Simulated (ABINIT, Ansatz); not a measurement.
# CsSnI3 (Pm-3m): one start, several treatments of the self-energy, part 2 of 2

How much does the gap of CsSnI3 (Pm-3m) depend on the approximation to the self-energy?

ABINIT 10.8.3; PBE and many-body steps on it, plane waves. Known limits of the many-body steps: not at the basis limit; screening runs away on this mesh; no spin-orbit coupling; coarse k mesh.

So far. Step 4 (G0W0, Godby-Needs plasmon pole): The gap on the mesh goes from 0.48 eV to 0.89 eV, a correction of +0.41 eV. Step 5 (G0W0, Engel-Farid plasmon pole): Against G0W0 in ABINIT (2×2×2 mesh, 179 bands, screening to 141.5 eV, Godby-Needs plasmon pole), the gap moves by +0.029 eV.

## 6. G0W0, Hybertsen-Louie plasmon pole

Level of this step: G0W0 on PBE, plane waves, norm-conserving pseudopotentials (ABINIT).

run.abi

```
acell 3*1.0 Angstrom
rprim 
  6.286228000000 0.000000000000 0.000000000000
  0.000000000000 6.286228000000 0.000000000000
  0.000000000000 0.000000000000 6.286228000000
ntypat 3
znucl 55 50 53
natom 5
typat 1 2 3 3 3
xred 
  0.500000000000 0.500000000000 0.500000000000
  0.000000000000 0.000000000000 0.000000000000
  0.500000000000 0.000000000000 0.000000000000
  0.000000000000 0.000000000000 0.500000000000
  0.000000000000 0.500000000000 0.000000000000
pp_dirpath "pseudos"
pseudos "Cs.upf, Sn.upf, I.upf"
ecut 38
ngkpt 2 2 2
nshiftk 1
shiftk 0 0 0
kptopt 1
chksymbreak 0
istwfk *1
occopt 1
irdwfk 1
optdriver 4
nband 179
gwcalctyp 0
ecutsigx 38
symsigma 1
nkptgw 2
kptgw 
  0.5000000000 0.5000000000 0.5000000000
  0.0000000000 0.0000000000 0.0000000000
bdgw 
  50 56
  51 56
ecuteps 5.2
irdscr 1
ppmodel 2
indata_prefix "in"
outdata_prefix "out"
tmpdata_prefix "tmp"
```

Started as:

```bash
> OMP_NUM_THREADS=1 mpirun -n 8 abinit run.abi > log
```

Numbers of over 12 decimals in the logs are rounded to 6 here.

The program printed:

```text
.Version 10.8.3 of ABINIT. v10.8.2 released Aug 2026.

 Symmetries : space group Pm -3 m (#221); Bravais cP (primitive cubic)
[... echo of the input left out ...]
== DATASET  1 ==================================================================
-   mpi_nproc: 8, omp_nthreads: 1 (-1 if OMP is not activated)

--- !DatasetInfo
iteration_state: {dtset: 1, }
dimensions: {natom: 5, nkpt: 4, mband: 179, nsppol: 1, nspinor: 1, nspden: 1, mpw: 18805, }
cutoff_energies: {ecut:  38.0, pawecutdg:  -1.0, }
[...]
Band     E0 <VxcDFT>   SigX SigC(E0)      Z dSigC/dE  Sig(E)    E-E0       E
[...]
55   6.866  -6.273  -2.799  -3.361   0.884  -0.131  -6.173   0.100   6.966
       56   6.866  -6.273  -2.799  -3.361   0.884  -0.131  -6.173   0.100   6.966

== END DATASET(S) ==============================================================
================================================================================

 -outvars: echo values of variables after computation  --------
           etotal      0.0000000000E+00
            nband         179
             nkpt           4
          spgroup         221
 [... the other variables as echoed above ...]

 Calculation completed.
```

It took 53 s on 8 MPI ranks of Arm Neoverse V2, shared host; peak memory 5.5 GiB.

This step gave:

| Quantity | Value |
| --- | --- |
| G0W0 gap on the points computed | 0.7680 eV |
| starting gap on the mesh | 0.4814 eV |
| k of the valence top | 0.5, 0.5, 0.5 |
| k of the conduction bottom | 0.5, 0.5, 0.5 |
| least direct G0W0 gap on the computed points | 0.7680 eV |

Against G0W0 in ABINIT (2×2×2 mesh, 179 bands, screening to 141.5 eV, Godby-Needs plasmon pole), the gap moves by −0.122 eV.

## 7. One-shot Hartree-Fock

This step: one-shot Hartree-Fock on PBE, plane waves, norm-conserving pseudopotentials.

run.abi, as its differences from that of step 6:

```diff
@@ -27,4 +27,4 @@
 optdriver 4
-nband 179
-gwcalctyp 0
+nband 57
+gwcalctyp 5
 ecutsigx 38
@@ -38,5 +38,4 @@
   51 56
-ecuteps 5.2
-irdscr 1
-ppmodel 2
+ixc_sigma 40
+fftgw 31
 indata_prefix "in"
```

The program printed:

```text
.Version 10.8.3 of ABINIT. v10.8.2 released Aug 2026.

 Symmetries : space group Pm -3 m (#221); Bravais cP (primitive cubic)
[... echo of the input left out ...]
== DATASET  1 ==================================================================
-   mpi_nproc: 8, omp_nthreads: 1 (-1 if OMP is not activated)

--- !DatasetInfo
iteration_state: {dtset: 1, }
dimensions: {natom: 5, nkpt: 4, mband: 57, nsppol: 1, nspinor: 1, nspden: 1, mpw: 18805, }
cutoff_energies: {ecut:  38.0, pawecutdg:  -1.0, }
[...]
Band     E0 <VxcDFT>   SigX SigC(E0)      Z dSigC/dE  Sig(E)    E-E0       E
[...]
55   6.866  -6.273  -2.799   0.000   1.000   0.000  -2.799   3.474  10.340
       56   6.866  -6.273  -2.799   0.000   1.000   0.000  -2.799   3.474  10.340

== END DATASET(S) ==============================================================
================================================================================

 -outvars: echo values of variables after computation  --------
           etotal      0.0000000000E+00
            nband          57
             nkpt           4
          spgroup         221
 [... the other variables as echoed above ...]

 Calculation completed.
```

Run time: 7.3 s. Hardware: 8 MPI ranks; peak memory 4 GiB; 58 s of CPU time.

This step gave:

```yaml
quasiparticle_gap_on_the_points_computed: 5.533 eV
starting_gap_on_the_mesh: 0.4814 eV
k_of_the_valence_top: 0.5, 0.5, 0.5
k_of_the_conduction_bottom: 0.5, 0.5, 0.5
least_direct_quasiparticle_gap_on_the_computed_points: 5.533 eV
```

Against G0W0 in ABINIT (2×2×2 mesh, 179 bands, screening to 141.5 eV, Godby-Needs plasmon pole), the gap moves by +4.643 eV.

## 8. Side by side

Times are wall times on 8 MPI ranks of Arm Neoverse V2, shared host, good to a factor of about two. A run's time includes the screening step that it read.

```tsv
run	mesh	bands	screening cutoff (eV)	DFT gap (eV)	gap on the mesh (eV)	direct (eV)	ε∞ used	time
G0W0, Godby-Needs plasmon pole	2×2×2	179	141.5	0.481	0.890	0.890	106.82	3.4 min
G0W0, Engel-Farid plasmon pole	2×2×2	179	141.5	0.481	0.919	0.919	106.82	3.3 min
G0W0, Hybertsen-Louie plasmon pole	2×2×2	179	141.5	0.481	0.768	0.768	106.82	3.4 min
one-shot Hartree-Fock	2×2×2	-	-	0.481	5.533	5.533	-	7.3 s
```

## 9. Summary of results

| Quantity | Value |
| --- | --- |
| G0W0, Godby-Needs plasmon pole | 0.890 eV |
| G0W0, Engel-Farid plasmon pole | 0.919 eV |
| G0W0, Hybertsen-Louie plasmon pole | 0.768 eV |
| one-shot Hartree-Fock | 5.533 eV |
| known limits | not at the basis limit; screening runs away on this mesh; no spin-orbit coupling; coarse k mesh |

**Reading.** G0W0, Engel-Farid plasmon pole: +0.029 eV against G0W0, Godby-Needs plasmon pole. G0W0, Hybertsen-Louie plasmon pole: −0.122 eV against G0W0, Godby-Needs plasmon pole. One-shot Hartree-Fock: +4.643 eV against G0W0, Godby-Needs plasmon pole. Bare exchange alone opens the gap to 5.53 eV; against G0W0, correlation takes back 4.64 eV. Bands and cutoff are finite, so the gap is not at the basis limit. The miss can reach some tenths of an eV and take either sign; the mesh is an error of its own. In the first G0W0 run levels were corrected at 2 k points alone, so a gap called «on the mesh» is the least over those, and an edge elsewhere would be missed. The 2×2×2 mesh is coarse for this cell, which bears on the long-range parts of exchange and screening. This is the ideal cubic cell; many perovskites, halides above all, are cubic only on average, and local tilts or off-centring can widen the gap. For the PBE start: On this mesh the RPA ε∞ passes 90, more than nearly any semiconductor shows; a coarse mesh does this where one point with a narrow direct gap carries much weight. The screening is then too strong, and the G0W0 gap should not be taken as the material's. The many-body steps are scalar-relativistic: spin-orbit coupling is not in them.

[Paths, hosts, dates, memory and timing lines, banners, echoed tables and standing remarks are left out of the program output.]

[Logs are printed without paths, hosts, clocks, repeated set-up lines and the standing remarks that a program may print on its own settings, such as how far it seeks lower states.]

[Runs of the session that timed out or met a known fault of the program may be left out.]

[No measured gap is set beside runs whose start may be inverted or whose files or cutoffs have a known fault.]

[Hosts, paths, dates, database ids (printed as entryN), source tags and the programs' standing remarks are cut or masked in the printed files.]

[G0W0 gaps are taken among the corrected bands and points alone; a level outside them can change the order at an edge.]

[Where Ansatz stands beside ABINIT at settings called matched, ABINIT's density can come from a denser mesh and the files from another edition; pairs whose starting gaps differed by over 0.03 eV were left out, so agreement reads better than it is.]
